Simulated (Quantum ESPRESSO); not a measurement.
# Ti (hcp): which axis gives way under pressure?

Cell and atoms of hcp Ti are relaxed at set pressures, to see how each axis shrinks. The phase is followed to these pressures whether or not it stays the stable one.

Calculated with Quantum ESPRESSO 7.5, PBEsol, GBRV 1.5 ultrasoft potentials, cutoff 680 eV, Fermi–Dirac smearing 0.05 eV, k-mesh 17×17×10, no spin polarisation, no spin-orbit coupling.

Reference cell, relaxed at zero pressure with PBEsol (P6_3/mmc): a = 2.9008 Å, b = 2.9008 Å, c = 4.5894 Å, α = 90.00°, β = 90.00°, γ = 120.00°.

```csv
atom,x,y,z
Ti,0.3333,0.6667,0.7500
Ti,0.6667,0.3333,0.2500
```

```
P (GPa)   a (Å)   c (Å)     c/a
  −4.00  2.9366  4.6414  1.5805
  −0.01  2.9008  4.5894  1.5821
   4.98  2.8621  4.5346  1.5843
   9.99  2.8279  4.4866  1.5865
  19.99  2.7701  4.4052  1.5903
  29.99  2.7211  4.3394  1.5947
```

**Question.** Give the linear compressibility of each axis at zero pressure, and the edges at 14.99 GPa, a row left out above.

Least squares with l = l0 + l1 P + l2 P² gives for a: l0 = 2.9018 Å, l1 = −8.065e−3 Å/GPa, l2 = 6.89e−5 Å/GPa², so β = −l1/l0 = 2.779 × 10⁻³ GPa⁻¹ and the withheld edge is 2.7964 Å. The run itself gives 2.7976 Å, so the estimate misses by 0.0012 Å; the fitted rows themselves lie up to 0.0020 Å off the law.

Least squares with l = l0 + l1 P + l2 P² gives for c: l0 = 4.5913 Å, l1 = −1.156e−2 Å/GPa, l2 = 1.07e−4 Å/GPa², so β = −l1/l0 = 2.517 × 10⁻³ GPa⁻¹ and the withheld edge is 4.4419 Å. The run itself gives 4.4438 Å, so the estimate misses by 0.0019 Å; the fitted rows themselves lie up to 0.0024 Å off the law.

The compressibilities add to the volume compressibility, 2β_a + β_c = 8.076 × 10⁻³ GPa⁻¹, or B0 ≈ 124 GPa; a parabola over so wide a range errs a few per cent to the stiff side. The a axis is the softest, 1.1 times as compressible as c.

[Logs are printed without paths, hosts, clocks, repeated set-up lines and the standing remarks that a program may print on its own settings, such as how far it seeks lower states.]
